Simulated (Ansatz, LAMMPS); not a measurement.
# Glassy 88SiO2-4K2O-4Li2O-4MgO (mol %) (71 atoms): a short ab initio trajectory

Aim: follow glassy 88SiO2-4K2O-4Li2O-4MgO (mol %) (71 atoms) for a short time with forces from DFT, then look at structure and electrons in the last frame.

Calculated with Ansatz 0.2.0; Kohn-Sham DFT, r2SCAN, PAW (set soft_2), plane waves.

## 1. Set-up

The cell holds 71 atoms: 21 Si, 2 K, 2 Li, 1 Mg and 45 O. Cell: a = 10.075 Å, b = 10.075 Å, c = 10.075 Å, α = 90.0°, β = 90.0°, γ = 90.0°. 71 atoms (21 Si, 2 K, 2 Li, 1 Mg, 45 O) placed at random at 2.28 g/cm³, melted at 4000 K for 10 ps at fixed volume with the Morse and Coulomb pair potential with partial charges (Pedone, Malavasi, Menziani, Cormack and Segre, J. Phys. Chem. B 110, 11780 (2006)). Quenched from 4000 K to 300 K at 10 K/ps and fixed volume, held 10 ps at zero pressure.

Before any run, some limits are plain. The quench rate of 10 K/ps far exceeds what a furnace or splat quench reaches, so expect more defects and frozen-in strain than in a real sample. The starting topology of bonds comes from the classical model, and needn't be the one that DFT or experiment would give. The Brillouin zone is sampled at Γ only, in a cell whose shortest periodic width is 10 Å.

## 2. Dynamics started at 300 K

Without a thermostat the total energy must stay constant, which tests forces and time step. The time step is 1.0 fs.

The input, input.yaml:

```yaml
crystal:
  lattice:
    - [10.0747, 0.0, 0.0]
    - [0.0, 10.0747, 0.0]
    - [0.0, 0.0, 10.0747]
  atoms:
    - { symbol: Si, position: [0.76303, 0.28903, 0.75232] }
    - { symbol: Si, position: [0.87015, 0.58659, 0.08168] }
    - { symbol: Si, position: [0.97332, 0.668, 0.37082] }
    - { symbol: Si, position: [0.9226, 0.01089, 0.21103] }
    [... 61 atom lines left out ...]
    - { symbol: O, position: [0.91846, 0.14502, 0.11861] }
    - { symbol: O, position: [0.91918, 0.54527, 0.46301] }
    - { symbol: O, position: [0.22785, 0.14324, 0.51224] }
    - { symbol: O, position: [0.1208, 0.754, 0.80833] }
    - { symbol: O, position: [0.92924, 0.64831, 0.21762] }
    - { symbol: O, position: [0.80749, 0.91462, 0.15597] }
kpoints:
  mp_grid: { grid: [1, 1, 1] }
hamiltonian:
  xc: r2scan
scf:
  occupations: { method: gaussian, width: 0.05 }
output:
  forces: true
md:
  timestep: 1.0
  n_steps: 212
  ensemble: nve
  temperature: 300
  initial_velocities: maxwell_boltzmann
  seed: 823
```

Command:

```
ansatz run input.yaml --threads 4 --pin off --max-ram 8192MiB --backend cpu --events-out ev --progress --plain --runs-dir out
```

Wall time 41 min (4 threads of Arm Neoverse V2, shared host); peak memory 2.6 GiB.

The program notes that it switched symmetry off.

The trajectory, sampled:

```
time (fs)  T (K)  potential (meV/atom)  conserved (meV/atom)
      0.0    300                   0.0                  0.00
     14.0    471                 -21.8                 -0.04
     28.0    381                 -10.3                 -0.01
     42.0    443                 -18.3                 -0.03
     57.0    476                 -22.4                 -0.04
     71.0    367                  -8.5                  0.00
     85.0    368                  -8.6                  0.02
     99.0    437                 -17.5                 -0.03
    113.0    422                 -15.6                  0.00
    127.0    437                 -17.5                 -0.01
    141.0    466                 -21.2                 -0.05
    155.0    441                 -18.0                 -0.03
    170.0    398                 -12.5                 -0.01
    184.0    450                 -19.2                 -0.03
    198.0    425                 -16.0                 -0.03
    212.0    406                 -13.5                 -0.03
```

Mean square displacement from the first frame to the last: Si 0.095 Å², K 0.39 Å², Li 0.14 Å², Mg 0.093 Å², O 0.19 Å².

Table of mean square displacement by time lag:

```csv
time lag (fs),K (Å²),Li (Å²),Mg (Å²),O (Å²),Si (Å²)
1.0,2.3e-5,1.3e-4,3.5e-5,6.4e-5,4.2e-5
5.0,5.7e-4,0.00315,8.7e-4,0.00157,0.00103
9.0,0.00186,0.00985,0.00273,0.00479,0.00312
18.0,0.00748,0.0337,0.00958,0.0155,0.00952
22.0,0.0112,0.0458,0.0132,0.0208,0.0121
27.0,0.0168,0.0601,0.0178,0.0277,0.0147
31.0,0.0220,0.0700,0.0211,0.0334,0.0163
36.0,0.0294,0.0795,0.0247,0.0407,0.0181
44.0,0.0432,0.0878,0.0285,0.0515,0.0209
49.0,0.0528,0.0894,0.0301,0.0571,0.0229
53.0,0.0610,0.0894,0.0311,0.0612,0.0246
57.0,0.0694,0.0891,0.0322,0.0650,0.0263
62.0,0.0803,0.0888,0.0338,0.0699,0.0286
71.0,0.100,0.0906,0.0375,0.0792,0.0321
75.0,0.109,0.0922,0.0394,0.0832,0.0332
79.0,0.118,0.0941,0.0414,0.0870,0.0340
84.0,0.129,0.0968,0.0440,0.0917,0.0350
88.0,0.137,0.0990,0.0461,0.0955,0.0361
97.0,0.154,0.105,0.0511,0.104,0.0397
101.0,0.161,0.108,0.0536,0.108,0.0415
106.0,0.170,0.112,0.0569,0.112,0.0437
```

Over the second half of 212 fs the temperature averages 438 K with swings of 22 K r.m.s. The conserved energy stays within 0.08 meV/atom. From first frame to last K has the largest mean square displacement, 0.39 Å² at the end; the farthest move is 0.87 Å. The mean temperature of 438 K lies well off the 300 K of the input: without a thermostat, the energy that the start releases heats the cell. The run spans 0.21 ps, too short for its means to be equilibrium values.

## 3. Structure statistics late in the run

The g(r) is a mean over the second half; what follows it is taken at the last frame.

Density 2.32 g/cm³, 14.40 Å³ an atom.

Mean of 15 frames. Pair distribution functions g(r), in bins of 0.2 Å:

```
r (Å)  total   O-O  O-Si   O-K  O-Li  O-Mg  Si-Si
 1.50   1.39  0.00  3.70  0.00  0.00  0.00   0.00
 1.70   3.81  0.00  9.96  0.00  2.02  0.00   0.00
 1.90   0.22  0.00  0.00  0.00  2.70  6.89   0.00
 2.10   0.06  0.00  0.00  0.00  1.34  0.59   0.00
 2.30   0.02  0.01  0.00  0.00  0.52  0.00   0.00
 2.50   0.93  2.19  0.00  0.28  0.80  0.00   0.00
 2.70   2.04  4.71  0.00  2.67  0.37  0.51   0.05
 2.90   0.45  0.47  0.02  3.19  0.62  0.67   0.93
 3.10   0.80  0.41  0.18  1.30  0.76  0.00   5.08
 3.30   0.74  0.65  0.43  0.84  1.20  0.00   1.39
 3.50   0.73  0.58  0.90  0.87  1.33  0.29   0.00
 3.70   0.90  0.55  1.22  1.36  1.79  1.44   0.00
 3.90   1.17  0.66  1.88  0.46  1.37  2.61   0.15
 4.10   1.32  0.67  2.25  0.80  0.99  2.39   0.47
 4.30   1.17  0.90  1.58  0.78  1.36  1.05   0.72
 4.50   0.98  1.11  0.76  1.54  1.46  0.60   1.24
 4.70   0.95  1.25  0.57  1.31  0.95  0.52   1.25
 4.90   1.07  1.39  0.71  1.43  0.94  0.88   1.20
```

Bonds by pair of elements; cutoffs follow the first minimum of g(r), held within bounds set by covalent radii, and pairs that aren't listed don't count as bonded:

```
pair A-B  cutoff (Å)  bonds  mean length (Å)  spread (Å)  shortest (Å)  B about A  A about B
    O-Si        2.12     84             1.63       0.042          1.52       1.87          4
     O-K        3.38     16             2.97       0.232          2.58      0.356          8
    O-Li        2.38      5             1.88       0.158          1.66      0.111        2.5
    O-Mg        2.42      3             1.86       0.044          1.81      0.067          3
```

The cutoff for O-K falls short of the minimum of g(r), so counts run low and odd coordinations can be artefacts.

How many atoms have how many bonded neighbours:

| element | mean | 2 | 3 | 4 | 8 |
| --- | --- | --- | --- | --- | --- |
| K | 8 | 0 | 0 | 0 | 2 |
| Li | 2.5 | 1 | 1 | 0 | 0 |
| Mg | 3 | 0 | 1 | 0 | 0 |
| O | 2.4 | 29 | 14 | 2 | 0 |
| Si | 4 | 0 | 0 | 21 | 0 |

Bond angles (no mean is given where the spread exceeds 20°):

```csv
angle,count,mean (°),spread (°)
O-Si-O,126,109,5.1
O-K-O,56,-,-
Si-O-Si,39,146,13.2
K-O-Si,29,99.3,17.9
Li-O-Si,6,-,-
```

Oxygen atoms by the number of network formers (Si, P, Ge, B, Al, As, Ga) bound to them:

| network formers bound to O | O atoms | per cent |
| --- | --- | --- |
| 0 | 0 | 0 |
| 1 | 6 | 13.3 |
| 2 | 39 | 86.7 |

Network units: each former by its oxygen neighbours and how many of them bridge to another former:

```csv
former,O neighbours,bridging O,atoms
Si,4,3,6
Si,4,4,15
```

Bond length by coordination (bonds to H left out):

```
element  coordination  atoms  mean bond length (Å)
     Li             2      1                  1.83
     Li             3      1                  1.91
      O             2     29                  1.64
      O             3     14                  2.07
      O             4      2                  2.18
```

Rings of the network by King's shortest-path rule, up to 12 atoms, one path for each pair of neighbours; H, halogens, alkali and alkaline-earth atoms are left out, and the last column divides by all other atoms, bonded or not:

```csv
ring size (atoms),rings,per network atom
8,2,0.03
10,6,0.091
12,11,0.167
```

The O-Si-O angle averages 109° with a spread of 5°. 87 % of the oxygens bridge two formers (Si) and 13 % are non-bridging. The commonest Si unit has 4 oxygens, 4 of them shared with other formers (15 of 21 atoms). Rings of 12 atoms are the most common (58 % of those counted); sizes run from 8 to 12, where the search stops.

## 4. Single point at the last frame

The last frame is solved once more, with the analyses that the dynamics left out.

The input, input.yaml:

```yaml
crystal:
  lattice:
    - [10.0747, 0.0, 0.0]
    - [0.0, 10.0747, 0.0]
    - [0.0, 0.0, 10.0747]
  atoms:
    - { symbol: Si, position: [0.74306, 0.29632, 0.74897] }
    - { symbol: Si, position: [0.88392, 0.56969, 0.10782] }
    - { symbol: Si, position: [0.98683, 0.6619, 0.3812] }
    - { symbol: Si, position: [0.89878, 0.99678, 0.16972] }
    [... 61 atom lines left out ...]
    - { symbol: O, position: [0.90106, 0.13642, 0.09416] }
    - { symbol: O, position: [0.92813, 0.54138, 0.48208] }
    - { symbol: O, position: [0.26838, 0.14357, 0.53432] }
    - { symbol: O, position: [0.11564, 0.74637, 0.80034] }
    - { symbol: O, position: [0.98197, 0.61482, 0.23315] }
    - { symbol: O, position: [0.78682, 0.8939, 0.11073] }
kpoints:
  mp_grid: { grid: [1, 1, 1] }
hamiltonian:
  xc: r2scan
scf:
  occupations: { method: gaussian, width: 0.05 }
output:
  forces: true
  stress: true
  populations: true
  dos:
    method: { smearing: { sigma: 0.1 } }
    de: 0.1
    projected: { site_lists: { K: [K], Li: [Li], Mg: [Mg], O: [O], Si: [Si] } }
  eigenvalues: true
  write_density: true
  write_potential: true
  volumetric_format: npy
```

Run time: 29 s. Hardware: 4 threads; peak memory 2.5 GiB; 1.9 min of CPU time.

The program notes that the exchange-correlation potential is rough where the density is thin.

The run gave:

| Item | Value |
| --- | --- |
| free energy | -44512.7774 eV |
| free energy per atom | -626.9405 eV/atom |
| SCF cycles | 9 |
| pressure | -3.03 GPa |
| r.m.s. force component | 1.029 eV/Å |
| longest force | 4.659 eV/Å |
| Fermi energy | 4.869 eV |
| gap (highest filled to lowest empty level) | 4.11 eV |
| spilling of the projection | 0.01269 |

Length of the force by element:

| element | coordination | atoms | mean length of the force (eV/Å) | spread | least | most |
| --- | --- | --- | --- | --- | --- | --- |
| K | all | 2 | 0.723 | 0.123 | 0.599 | 0.846 |
| Li | all | 2 | 0.981 | 0.174 | 0.807 | 1.16 |
| Mg | all | 1 | 0.913 | 0 | 0.913 | 0.913 |
| O | all | 45 | 1.29 | 0.635 | 0.335 | 2.90 |
| Si | all | 21 | 2.25 | 1.03 | 0.536 | 4.66 |

Löwdin charges by element (they lack the spilled electrons, 0.069 e an atom on average):

```
element  coordination  atoms  mean charge (e)  spread  least    most
      K           all      2            0.891  0.0037  0.887   0.895
     Li           all      2            0.822  0.0049  0.817   0.827
     Mg           all      1             1.70       0   1.70    1.70
      O           all     45           -0.854  0.0705  -1.06  -0.803
     Si           all     21             1.82  0.0391   1.73    1.87
```

Density of states as counts of states in windows of 1 eV (from the Fermi level), total and the larger projections:

| from (eV) | to (eV) | total | O p | Si p |
| --- | --- | --- | --- | --- |
| -14 | -13 | 1.7 | 1.2 | 0.0 |
| -13 | -12 | 9.4 | 6.4 | 0.4 |
| -12 | -11 | 10.2 | 7.1 | 0.8 |
| -11 | -10 | 14.0 | 10.2 | 1.6 |
| -10 | -9 | 22.9 | 17.5 | 4.3 |
| -9 | -8 | 19.8 | 15.5 | 3.7 |
| -8 | -7 | 16.2 | 13.3 | 1.6 |
| -7 | -6 | 47.7 | 41.9 | 3.0 |
| -6 | -5 | 51.4 | 47.6 | 1.7 |
| -5 | -4 | 48.6 | 46.3 | 0.9 |
| -4 | -3 | 19.3 | 18.5 | 0.3 |
| -3 | -2 | 8.6 | 8.1 | 0.3 |
| -2 | -1 | 0.1 | 0.1 | 0.0 |
| -1 | 1 | 0.0 | 0.0 | 0.0 |
| 1 | 2 | 0.9 | 0.0 | 0.0 |
| 2 | 3 | 1.1 | 0.0 | 0.0 |
| 3 | 4 | 5.3 | 0.4 | 1.1 |
| 4 | 5 | 14.1 | 1.2 | 4.0 |

Between -26 and -14 eV lie 102 more states.

The stored curve holds about 372 of the 388 electrons; the rest, give or take the few that broadening carries across the Fermi level, lie in deeper levels below its range.

The levels nearest the highest filled one (over half full), pooled over k-points and spins:

| level less the highest filled one (eV) | occupation |
| --- | --- |
| -1.14 | 2 |
| -0.919 | 2 |
| -0.521 | 2 |
| -0.306 | 2 |
| -0.183 | 2 |
| 0 | 2 |
| 4.11 | 0 |
| 5.70 | 0 |
| 5.96 | 0 |
| 6.10 | 0 |
| 6.18 | 0 |
| 6.29 | 0 |

Mean Löwdin charges: K +0.89, Li +0.82, Mg +1.70, O -0.85, Si +1.82 e (they miss 1.3 % of the electrons, so they add up to more than the cell's charge).

## 5. Outcome

```
mean temperature, second half                                : 437.8 K
temperature swing, second half                               : 22.09 K
slope of the conserved energy against time, by least squares : -0.0152 meV/atom/ps
free energy per atom                                         : -626.9405 eV/atom
pressure                                                     : -3.03 GPa
r.m.s. force component                                       : 1.029 eV/Å
gap (highest filled to lowest empty level)             : 4.11 eV
wall time of the 2 DFT runs                                  : 42 min
```

Over the second half of 212 fs the temperature averages 438 K with swings of 22 K r.m.s. The conserved energy stays within 0.08 meV/atom. The mean temperature of 438 K lies well off the 300 K of the input: without a thermostat, the energy that the start releases heats the cell. The run spans 0.21 ps, too short for its means to be equilibrium values. 87 % of the oxygens bridge two formers (Si) and 13 % are non-bridging. Between filled and empty levels lie 4.11 eV (at Γ alone); a semilocal functional tends to put such gaps too low. In a disordered cell it changes from sample to sample, and tail or defect levels can set it.

**Limits.** The pressure of -3.0 GPa is that of one thermal frame at a volume set beforehand, without the kinetic term.

[Logs are printed without paths, hosts, clocks, repeated set-up lines and the standing remarks that a program may print on its own settings, such as how far it seeks lower states.]

[Hosts, paths, dates, database ids (printed as entryN), source tags and the programs' standing remarks are cut or masked in the printed files.]
